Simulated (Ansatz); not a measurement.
# Hf2NF2 monolayer: phonons and vibrational spectra, part 2 of 3

How does Hf2NF2 monolayer vibrate, and is this structure a minimum?

Ansatz 0.2.0; DFT PBEsol, scalar-relativistic, plane waves, PAW; PAW set soft_1.

So far. Step 2 (Rough relaxation): The program solves this slab on a cell height of its own, 33.2 Å, in place of the one typed.

### 4. Relaxing to small forces for the phonons

Phonons need a cell at rest on their own settings, so the relaxation is repeated with tight tolerances on forces and stress, using the mesh and the filling of the phonon run that follows.

Input file input.yaml:

```yaml
crystal:
  lattice:
    - [3.2187174514, 0.0, 0.0]
    - [-1.6093587257, 2.7874910805, 0.0]
    - [0.0, 0.0, 33.2]
  atoms:
    - { symbol: "N", position: [0.0, 0.0, 0.3012048193] }
    - { symbol: Hf, position: [0.3333333333, 0.6666666667, 0.3355857609] }
    - { symbol: Hf, position: [0.6666666667, 0.3333333333, 0.2668238777] }
    - { symbol: F, position: [0.6666666667, 0.3333333333, 0.3755865584] }
    - { symbol: F, position: [0.3333333333, 0.6666666667, 0.2268230801] }
  periodic: [true, true, false]
kpoints:
  mp_grid: { grid: [12, 12, 1] }
hamiltonian:
  xc: pbesol
  pseudopotentials: { kind: paw, azcp: { folder: soft_1 }, xc_functional: pbe }
scf:
  occupations: { method: methfessel_paxton, width: 0.2 }
output:
  forces: true
  stress: true
  eigenvalues: true
  write_density: true
  write_potential: true
  elf: true
  volumetric_format: npy
relax:
  adjacent_minimum: "off"
  f_tol: 0.001
  max_steps: 60
  cell: { stress_2d_tol: 0.002 }
```

On the command line:

```
ansatz run input.yaml --threads 4 --pin off --max-ram 16384MiB --backend cpu --events-out ev --progress --plain --runs-dir out
```

Numbers of over 12 decimals in the logs are rounded to 6 here.

What it wrote:

```text
[...]
Crystal: 5 atoms, lattice volume = 297.875 Å³
Basis set: ecut = 420 eV, 5931 PW (Γ), exchange–correlation on 48×48×450 points (8 copies of the dense FFT grid, shifted against one another)
Bands: 43, of which v1, the nominal top of the filled ones, is band 36 counted from 1 (35 counted from 0)
Symmetry: 12 space group operations
[...]
k-points: 19 of 144
[...]
cell:  # Å, volume = 298.1727 Å³
    - [3.220324, 0.0, 0.0]
    - [-1.610162, 2.788882, 0.0]
    - [0.0, 0.0, 33.2]
  atoms:
    - { symbol: N, position: [0, 0, 0.30120481928] }
    - { symbol: Hf, position: [0.333333, 0.666667, 0.335536] }
    - { symbol: Hf, position: [0.666667, 0.333333, 0.266873] }
    - { symbol: F, position: [0.666667, 0.333333, 0.375507] }
    - { symbol: F, position: [0.333333, 0.666667, 0.226903] }
[key lines of the parts left out:]
SCF converged after 10 iterations
Free energy (F): -33183.268983 eV
Fermi energy:    -3.133268 eV
P = ½ c Tr σ = -0.0000 N/m
```

Run time: 67 s. Hardware: 4 threads of Arm Neoverse V1, shared host; peak memory 0.8 GiB; 4.2 min of CPU time.

Little changed from the start: no atom moved by 0.005 Å and no cell edge by 0.1 %.

This step gave:

| Quantity | Value |
| --- | --- |
| area per atom | 1.796 Å² |

Valence density in the ac plane at fractional y = 0.333, with atoms of Hf and F within 0.2 Å of it. It is the smooth field of the valence electrons, not physical close to the nuclei.

Ten steps, logarithmic in the rise over the least value, from '_' (0 e/Å³) to '@' (27 e/Å³), each cell a mean:
```
__________________________________
__________________________________
__________________________________
__________________________________
__________________________________
__________________________________
__________________________________
__________________________________
__________________________________
__________________________________
__________________________________
__________________________________
__________________________________
__________________________________
______________..::==++****++--::..
....::::::......::--==++++==--::..
::::::::::::........::::::........
............::--++##@@@@@@%%**==::
..............__....::::::......__
__________________________________
__________________________________
__________________________________
__________________________________
__________________________________
```
Columns run along a (3.2 Å), rows up along c (33.2 Å). Atoms in or near the plane, at fractional coordinates: Hf at (0.67, 0.27), F at (0.67, 0.38).

ELF in the ac plane at fractional y = 0.333, with atoms of Hf and F within 0.2 Å of it. It is the smooth field of the valence electrons, not physical close to the nuclei.

Ten even steps from '_' (0.00) to '@' (0.82), each cell a mean:
```
__________________________________
__________________________________
__________________________________
__________________________________
__________________________________
__________________________________
__________________________________
__________________________________
__________________________________
__________________________________
__________________________________
__________________________________
__________________________________
__________________________________
::________..--++##%%%%%%%%%%%%##++
..::::::::::..::==++++++++++++--::
--==========--::::------------::--
..::::--::..::==##@@@@@@@@@@%%**--
::==++++==--::......::::::::......
____......________________________
__________________________________
__________________________________
__________________________________
__________________________________
```
Columns run along a (3.2 Å), rows up along c (33.2 Å). Atoms in or near the plane, at fractional coordinates: Hf at (0.67, 0.27), F at (0.67, 0.38).

Electrostatic potential energy in the ac plane at fractional y = 0.333, with atoms of Hf and F within 0.2 Å of it. With pseudopotentials it is smooth inside the atoms' cores, unlike the true potential.

Values in eV, 24 rows by 14 columns, each cell a mean:
```
  0   0   0   0   0   0   0   0   0   0   0   0   0   0
  0   0   0   0   0   0   0   0   0   0   0   0   0   0
  0   0   0   0   0   0   0   0   0   0   0   0   0   0
  0   0   0   0   0   0   0   0   0   0   0   0   0   0
  0   0   0   0   0   0   0   0   0   0   0   0   0   0
  0   0   0   0   0   0   0   0   0   0   0   0   0   0
  0   0   0   0   0   0   0   0   0   0   0   0   0   0
  0   0   0   0   0   0   0   0   0   0   0   0   0   0
  0   0   0   0   0   0   0   0   0   0   0   0   0   0
  0   0   0   0   0   0   0   0   0   0   0   0   0   0
  0   0   0   0   0   0   0   0   0   0   0   0   0   0
  0   0   0   0   0   0   0   0   0   0   0   0   0   0
  0   0   0   0   0   0   0   0   0   0   0   0   0   0
  0   0   0   0   0   0   0   0   0   0   0   0   0   0
 -2  -2  -2  -2  -1  -2  -4 -11 -15 -17 -16 -14  -8  -2
-11 -14 -15 -15 -13 -10  -9 -11 -14 -14 -14 -13 -10  -8
 -9 -11 -11 -11 -10  -8  -8  -9 -10 -10 -10  -9  -9  -8
-12  -7  -6  -6  -9 -17 -25 -28 -28 -27 -27 -28 -27 -22
 -4  -3  -3  -3  -3  -5  -7  -9 -11 -12 -11 -10  -8  -6
  0   0   0   0   0   0   0   0   0  -1  -1   0   0   0
  0   0   0   0   0   0   0   0   0   0   0   0   0   0
  0   0   0   0   0   0   0   0   0   0   0   0   0   0
  0   0   0   0   0   0   0   0   0   0   0   0   0   0
  0   0   0   0   0   0   0   0   0   0   0   0   0   0
```
Columns run along a (3.2 Å; values clipped at the 3rd and 97th percentile), rows up along c (33.2 Å). Atoms in or near the plane, at fractional coordinates: Hf at (0.67, 0.27), F at (0.67, 0.38).

The largest force component left is 0.018 meV/Å, within the tolerances set.

### 5. Modes at Γ

The zone centre comes first: it holds the modes that light can see, as far as symmetry allows. No field response is asked, since the mesh shows no gap.

input.yaml, the sections that differ from step 4:

```yaml
crystal:
  lattice:
    - [3.220323954, 0.0, 0.0]
    - [-1.610161977, 2.7888823526, 0.0]
    - [0.0, 0.0, 33.2]
  atoms:
    - { symbol: "N", position: [0.0, 0.0, 0.3012048193] }
    - { symbol: Hf, position: [0.3333333333, 0.6666666667, 0.3355363763] }
    - { symbol: Hf, position: [0.6666666667, 0.3333333333, 0.2668732622] }
    - { symbol: F, position: [0.6666666667, 0.3333333333, 0.3755068133] }
    - { symbol: F, position: [0.3333333333, 0.6666666667, 0.2269028252] }
  periodic: [true, true, false]
output:
  eigenvalues: true
phonons:
  method: dfpt
# kpoints, hamiltonian, scf: as in step 4
# relax: removed
```

What it wrote:

```text
Warning: crystal.symmetry: narrowed to the stabiliser of the run's FFT grids — unitary ops 12 → 6. A phonons.method: dfpt run fills in the rows of the dynamical matrix that it does not solve by its symmetry operations, which is exact only for operations that map its FFT grids onto themselves: filled in by any other, the frequencies could depend on the order in which like atoms are typed, or, by more than the grids' own error, on where the crystal sits among the grids' points. Excluded: 6 operations. The run can therefore solve more perturbations, solve them on more k-points, or both, and cost more. [rest of the remark cut]
[...]
Crystal: 5 atoms, lattice volume = 298.173 Å³
Basis set: ecut = 420 eV, 5955 PW (Γ), exchange–correlation on 48×48×450 points (8 copies of the dense FFT grid, shifted against one another)
Bands: 43, of which v1, the nominal top of the filled ones, is band 36 counted from 1 (35 counted from 0)
Symmetry: 12 space group operations
k-points: 43 of 144 (irreducible under 2 space group operations, time reversal used)
[...]
SCF iter   1: F=—  HF=-33186.809480 eV  |F-HF|=—  |Δ(HF+E_count)|=         —  Δρ=5.18e-2  dr2=1.33e1  ethr=3.10e-3  ⟨swp⟩=11.7  Hψ=11237  notcnv=0
[...]
SCF iter  13: F=-33183.268983 eV  HF=-33183.268983 eV  |F-HF|=2.11e-10  |Δ(HF+E_count)|=  5.82e-11  S|Δr|=    0.00e0  Δρ=1.19e-8  dr2=2.28e-13  ethr=1.00e-12  ⟨swp⟩=11.5  Hψ=15156  notcnv=0
SCF 1 converged in 13 iterations: F = -33183.268983 eV  dr2 = 2.28e-13
[...]
DFPT response loops at Γ: preconditioner auto → none (partly filled bands, converged f_vac=0.786); β = 0.50; Broyden in place of MSR1
SCF converged after 13 iterations
[...]
Free energy (F): -33183.268983 eV
[...]
Internal energy: -33183.264604 eV  (E = F + TS)
E sigma→0 (E₀):  -33183.267889 eV
Entropy (-TS):   -0.004379 eV (-0.876 meV/atom)
Fermi energy:    -3.133268 eV
[...]
--- Band table (eV; the first three rows and the last of 43) ---
  k-point 0: bands = [... 32 lower, -9.0308, -9.0308, -3.7211, -3.7211, -3.1240, -2.7355, -2.2634, -0.8513 (-0.8513°), ... 3 higher]
  k-point 1: bands = [... 32 lower, -9.2120, -9.0657, -4.0652, -3.5570, -2.9022, -2.7023, -1.9255, -1.2888 (-1.2888°), ... 3 higher]
  k-point 2: bands = [... 32 lower, -9.4265, -9.1343, -4.6972, -3.0861, -2.8663, -2.1686, -1.6589, -1.0470 (-1.0470°), ... 3 higher]
  k-point 42: bands = [... 32 lower, -9.6906, -9.2691, -4.4064, -3.9767, -1.1299, -0.8056, -0.4568, 0.4754, ... 3 higher]
  ° read free of the cell's end (the report's vacuum.weakly_bound_levels)
--- Phonons (Γ-DFPT): 10 representative perturbations + reference, on 43 of 144 k-points (Σ response iterations 54) ---
  ASR residual: 1.509e-5 → 0.000e0 eV/Å²; symmetrization residual: 3.030e-6 eV/Å²
  The last average, over the group as it would stand without the narrowing to the FFT grids, took up to 1.867e-6 eV/Å² of the zone centre's force constants
  ASR residual per site (eV/Å²): 1.51e-5 5.40e-6 6.40e-6 1.18e-5 1.00e-5
  Γ frequencies (cm⁻¹): 0.00 0.00 0.00 127.83 127.83 183.52 233.12 233.12 239.16 239.16 390.04 405.84 499.39 652.39 652.39
  non-analytic LO–TO correction: not included (Born effective charges unavailable; polar crystals: no LO–TO splitting at Γ)
```

The job ended after 4.4 min (4 threads; peak memory 2 GiB; 17 min of CPU time).

This step gave:

```
sum-rule residual before enforcement                    : 1.51e-5 eV/Å²
point group                                             : -3m
highest optical mode at the zone centre (no LO-TO term) : 652.4 cm⁻¹
lowest optical zone-centre mode                         : 127.8 cm⁻¹
```

Patterns of degenerate modes are one choice out of their space. The modes at Γ (shares of kinetic energy by element, %):

```
mode  frequency (cm⁻¹)  symmetry  N %  Hf %  F %
   1               0.0  acoustic    3    87    9
   2               0.0  acoustic    3    87    9
   3               0.0  acoustic    3    87    9
   4             127.8        Eg    0    92    8
   5             127.8        Eg    0    92    8
   6             183.5       A1g    0    85   15
   7             233.1        Eg    0     8   92
   8             233.1        Eg    0     8   92
   9             239.2        Eu    0     9   91
  10             239.2        Eu    0     9   91
  11             390.0       A2u    3     7   89
  12             405.8       A1g    0    15   85
  13             499.4       A2u   93     5    1
  14             652.4        Eu   96     4    0
  15             652.4        Eu   96     4    0
```

Displacements in mode 5 (127.8 cm⁻¹), the largest set to 1:
```
N1   0.00  0.00  0.00
Hf2  1.00  0.86  0.00
Hf3 -1.00 -0.86  0.00
F4   0.93  0.80  0.00
F5  -0.93 -0.80  0.00
```

Displacements in mode 15 (652.4 cm⁻¹), the largest set to 1:
```
N1   1.00  0.00  0.00
Hf2 -0.04  0.00  0.00
Hf3 -0.04  0.00  0.00
F4  -0.01  0.00  0.00
F5  -0.01  0.00  0.00
```

Before it was imposed, the acoustic sum rule was missed by 1.5e-5 eV/Å². Small misses are needed for a sound result but don't prove that mesh and cutoff are converged. The lowest optical mode is real, 128 cm⁻¹.

(Part 2 of 3 ends here.)

[Logs are printed without paths, hosts, clocks, repeated set-up lines and the standing remarks that a program may print on its own settings, such as how far it seeks lower states.]

[Hosts, paths, dates, database ids (printed as entryN), source tags and the programs' standing remarks are cut or masked in the printed files.]
